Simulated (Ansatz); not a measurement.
# CdSi2GeRu, from a guessed structure to a relaxed one, part 2 of 2

This structure for CdSi2GeRu is made up. Its elements were placed in a known structure type with a cell scaled to their sizes. What cell does the guess relax to, and how far off was it?

Ansatz 0.2.0; DFT, PBEsol, plane-wave PAW, files of the set soft_1, scalar-relativistic, no spin, cell and ions relaxed at zero pressure; PAW set soft_1 (the session's first sound run).

So far: Starting point; Relaxation of the guess. The relaxed cell has a = 3.804, c = 11.374 Å (conventional setting).

## (3) Electronic structure of the relaxed cell

A second self-consistent run takes a narrower smearing and the mesh shown in its input; the bands follow along the standard path of the relaxed lattice.

This step: DFT, PBEsol, plane-wave PAW, files of the set soft_1, scalar-relativistic, no spin, bands and density of states at the relaxed cell; PAW set soft_1 (Ansatz 0.2.0).

Input file input.yaml:

```yaml
crystal:
  lattice:
    - [-1.9020784719, 1.9020784719, 5.6869581062]
    - [1.9020784719, -1.9020784719, 5.6869581062]
    - [1.9020784719, 1.9020784719, -5.6869581062]
  atoms:
    - { symbol: Cd, position: [0.0406012947, 0.0406012947, 0.0] }
    - { symbol: Ru, position: [0.6253577249, 0.6253577249, 0.0] }
    - { symbol: Ge, position: [0.4016559956, 0.4016559956, 0.0] }
    - { symbol: Si, position: [0.7514924924, 0.2514924924, 0.5] }
    - { symbol: Si, position: [0.2514924924, 0.7514924924, 0.5] }
kpoints:
  mp_grid: { grid: [12, 12, 12] }
  band_path:
    path:
      - [[0.0, 0.0, 0.0], [-0.5, 0.5, 0.0], [-0.5, 0.5, -0.05593283], [-0.27796642, 0.27796642, -0.27796642], [0.0, 0.0, 0.0], [0.5, 0.5, -0.5], [0.27796642, 0.72203358, -0.72203358], [0.0, 0.5, -0.5], [-0.25, 0.75, -0.25], [0.05593283, 0.94406717, -0.5], [0.5, 0.5, -0.5]]
      - [[-0.5, 0.5, 0.0], [-0.25, 0.75, -0.25]]
    npoints: 7
scf:
  occupations: { method: fermi_dirac, width: 0.03 }
  n_extra_bands: 9
hamiltonian:
  xc: pbesol
  pseudopotentials: { kind: paw, azcp: { folder: soft_1 }, xc_functional: pbe }
output:
  forces: true
  stress: true
  write_bands: true
  dos: { projected: true }
  write_density: true
  write_potential: true
  elf: true
  volumetric_format: npy
```

Command:

```console
$ ansatz run input.yaml --threads 4 --pin off --max-ram 8192MiB --backend cpu --events-out ev --progress --plain --runs-dir out
```

Numbers of over 12 decimals in the logs are rounded to 6 here.

Output:

```text
[...]
Crystal: 5 atoms, lattice volume = 82.299 Å³
Basis set: ecut = 420 eV, 1607 PW (Γ), exchange–correlation on 90×90×90 points (8 copies of the dense FFT grid, shifted against one another)
Bands: 38, of which v1, the nominal top of the filled ones, is band 29 counted from 1 (28 counted from 0)
Symmetry: 8 space group operations
[...]
k-points: 163 of 1728 (time reversal used)
[...]
SCF iter   1: F=—  HF=-19499.443515 eV  |F-HF|=—  |Δ(HF+E_count)|=         —  Δρ=9.43e-2  dr2=1.10e1  ethr=3.10e-3  ⟨swp⟩=6.3  Hψ=25793  notcnv=0  defer=1
[...]
SCF iter  10: F=-19497.730549 eV  HF=-19497.730549 eV  |F-HF|=2.16e-8  |Δ(HF+E_count)|=   6.12e-8  Δρ=3.68e-6  dr2=3.20e-8  ethr=1.72e-10  ⟨swp⟩=13.0  Hψ=42343  notcnv=0
SCF 1 converged in 10 iterations: F = -19497.730549 eV  dr2 = 3.20e-8
[...]
NSCF: frozen V_eff on 79 k-points
SCF converged after 10 iterations
Free energy (F): -19497.730549 eV
[...]
Internal energy: -19497.726015 eV  (E = F + TS)
E sigma→0 (E₀):  -19497.728282 eV
Entropy (-TS):   -0.004534 eV (-0.907 meV/atom)
Fermi energy:    13.741951 eV
[...]
--- Forces (eV/Å), atoms counted from 1 ---
  atom   1  Cd     0.00000000    -0.00000000     0.01037049
  atom   2  Ru     0.00000000     0.00000000     0.00152392
  atom   3  Ge     0.00000000    -0.00000000     0.00806695
  atom   4  Si     0.00000000    -0.00000000    -0.01002244
  atom   5  Si    -0.00000000     0.00000000    -0.01002244
  max |Σ_I F_I| component: 8.35e-5 eV/Å
--- Stress (GPa, compression-positive) ---
        0.117411      -0.000000       0.000000
       -0.000000       0.117411      -0.000000
        0.000000      -0.000000      -0.125585
  P = ⅓ Tr σ = 0.0364 GPa (0.364 kbar)
--- Band table (eV; the first three rows and the last of 163) ---
  k-point 0: bands = [... 25 lower, 12.2850, 12.8975, 13.2310, 13.2310, 14.2474, 14.4708, 14.4708, 17.2959, ... 5 higher]
  k-point 1: bands = [... 25 lower, 11.9573, 12.4384, 12.8458, 13.8031, 13.9334, 14.4677, 15.3248, 17.8967, ... 5 higher]
  k-point 2: bands = [... 25 lower, 11.4292, 12.0255, 12.1233, 13.6609, 13.8463, 15.4797, 16.3259, 17.1956, ... 5 higher]
  k-point 162: bands = [... 25 lower, 11.8672, 11.8672, 12.2832, 13.0441, 15.2629, 15.9531, 17.5130, 17.5130, ... 5 higher]
```

It took 21 s on 4 threads of Arm Neoverse V1, shared host; peak memory 0.69 GiB.

Numbers from this step:

```yaml
free_energy: -19497.7305 eV
energy_at_zero_smearing: -19497.7283 eV
smearing_term_ts: 0.004534 eV
pressure: 0.03641 GPa
```

From bands.tsv, the bands that come nearest the Fermi level along the path, at its corners, in eV from the Fermi level:

```
point  band 26  band 27  band 28  band 29  band 30  band 31  band 32  band 33
    Γ    -1.46    -0.84    -0.51    -0.51     0.51     0.73     0.73     3.55
    X    -2.85    -2.07    -1.56    -1.30    -0.63     0.14     2.38     2.41
    Y    -2.86    -2.05    -1.91    -0.88    -0.60     0.46     2.38     2.43
    S    -3.06    -1.52    -1.19    -0.59     0.86     1.80     2.12     2.51
    Γ    -1.46    -0.84    -0.51    -0.51     0.51     0.73     0.73     3.55
    Z    -1.87    -1.87    -1.46    -0.70     1.52     2.21     3.77     3.77
   S1    -3.06    -1.52    -1.19    -0.59     0.86     1.80     2.12     2.51
    N    -3.05    -1.68    -1.22    -0.58     0.70     1.31     2.06     3.55
    P    -3.11    -1.72    -1.72    -1.56    -0.66     0.62     2.44     3.25
   Y1    -2.86    -2.05    -1.91    -0.88    -0.60     0.46     2.38     2.43
    Z    -1.87    -1.87    -1.46    -0.70     1.52     2.21     3.77     3.77
    X    -2.85    -2.07    -1.56    -1.30    -0.63     0.14     2.38     2.41
    P    -3.11    -1.72    -1.72    -1.56    -0.66     0.62     2.44     3.25
```

States per cell as run, both spins, in windows of 1 eV, from dos.tsv (zero at the Fermi level):

```
from  to  total
  -8  -7   1.73
  -7  -6   0.92
  -6  -5   1.95
  -5  -4   2.45
  -4  -3   3.42
  -3  -2   3.13
  -2  -1   3.03
  -1   0   2.01
   0   1   1.95
   1   2   1.86
   2   3   2.31
   3   4   2.39
   4   5   2.76
```

Below -8 eV lie 39.3 more states.

ELF in the ab plane of the cell as run, not the conventional one, at fractional z = 0.000, with atoms of Cd and Ru and Ge within 0.2 Å of it. It is the smooth field of the valence electrons, not physical close to the nuclei.

Ten even steps from '_' (0.04) to '@' (0.91), each cell a mean:
```
==**++--::::--==++**==::______..::
::------::::::----++++--..______..
....::::..::::::::------::________
____......::::--====--::::::______
__....::::--::::++**++==::::::..__
::::----====--::==**++**==::----::
--========++++----**++++++----++==
++++++++======++====******==--++**
**++++++--::..--++==--==++==::--++
++========::------++--::::--::--==
----::------::--..==++--::::::::--
::......::----::::==++==--::::::::
....____..::--==--======::....::::
--::..____..--==++++==--::..::----
**--::..__..::==++++==--....::--++
@@##--::....--==++++==::..__..--**
%%@@**--..::--++**++--::____..::==
```
Columns run along a (6.3 Å), rows up along b (6.3 Å). Atoms in or near the plane, at fractional coordinates: Cd at (0.04, 0.04), Ru at (0.63, 0.63), Ge at (0.40, 0.40).

Valence density in the ab plane of the cell as run, not the conventional one, at fractional z = 0.000, with atoms of Cd and Ru and Ge within 0.2 Å of it. It is the smooth field of the valence electrons, not physical close to the nuclei.

Values in e/Å³, 9 rows by 16 columns, each cell a mean:
```
 3  7  6  2  0  0  0  0  0  0  0  0  0  0  0  0
 0  0  1  0  0  0  0  1  1  1  0  0  0  0  0  0
 0  0  0  0  0  0  0  1  5  8  5  2  0  0  0  0
 0  0  0  0  0  1  0  0  2  7 10  7  2  1  0  0
 0  0  0  0  1  9 11  2  1  1  2  3  2  1  0  0
 0  0  0  0  1  5 26 19  2  0  0  0  0  0  0  0
 0  0  0  0  0  0  1  2  1  0  0  0  0  0  1  1
 7  3  0  0  0  0  0  0  0  0  0  0  0  0  3  7
20 18  6  1  0  0  0  0  0  0  0  0  0  0  1  8
```
Columns run along a (6.3 Å), rows up along b (6.3 Å). Atoms in or near the plane, at fractional coordinates: Cd at (0.04, 0.04), Ru at (0.63, 0.63), Ge at (0.40, 0.40).

Electrostatic potential energy in the ab plane of the cell as run, not the conventional one, at fractional z = 0.000, with atoms of Cd and Ru and Ge within 0.2 Å of it. With pseudopotentials it is smooth inside the atoms' cores, unlike the true potential.

Ten even steps from '0' (-59 eV) to '9' (16 eV), each cell a mean:
```
65568999999999997
86668999999999999
98888998889999999
99999998546899999
99999997300489999
99999998400048999
99998899710006999
99987678861004899
99986666787435899
99997677689878899
99998767679999999
99999876668999999
99999987678999888
78999999889999866
56899999999999865
45689999999999865
44579999999999986
```
Columns run along a (6.3 Å; values clipped at the 3rd and 97th percentile), rows up along b (6.3 Å). Atoms in or near the plane, at fractional coordinates: Cd at (0.04, 0.04), Ru at (0.63, 0.63), Ge at (0.40, 0.40).

## (4) Outcome

```json
{
 "space group, relaxed": "I4mm",
 "conventional cell": "a = 3.804, b = 3.804, c = 11.374 Å; α = 90.0°, β = 90.0°, γ = 90.0°",
 "volume per atom": "16.46 Å³ (guess 14.74)"
}
```

In words: CdSi2GeRu relaxes to I4mm with a = 3.804, b = 3.804 and c = 11.374 Å. The guessed volume was 10 % too small. The space group I4mm was held in the relaxation, so the end point is a stationary structure within it and may be a saddle against distortions or other arrangements. Bands cross the Fermi level, so it is a metal or semimetal at this level. On the 12×12×12 mesh with the narrower smearing (relaxed on 9×9×9) the largest force component is 0.010 eV/Å and the largest stress component is 0.126 GPa, against the relaxation's thresholds of 0.015 eV/Å and 0.05 GPa. The cutoff wasn't tested. A vector of the cell changed its length by 15 %, more than the volume shows. No dispersion term is used, so weakly bound directions may come out too long. The runs have no spin, and magnetism wasn't tested. Nothing here tests whether the compound is stable against decomposition.

[Logs are printed without paths, hosts, clocks, repeated set-up lines and the standing remarks that a program may print on its own settings, such as how far it seeks lower states.]

[Hosts, paths, dates, database ids (printed as entryN), source tags and the programs' standing remarks are cut or masked in the printed files.]
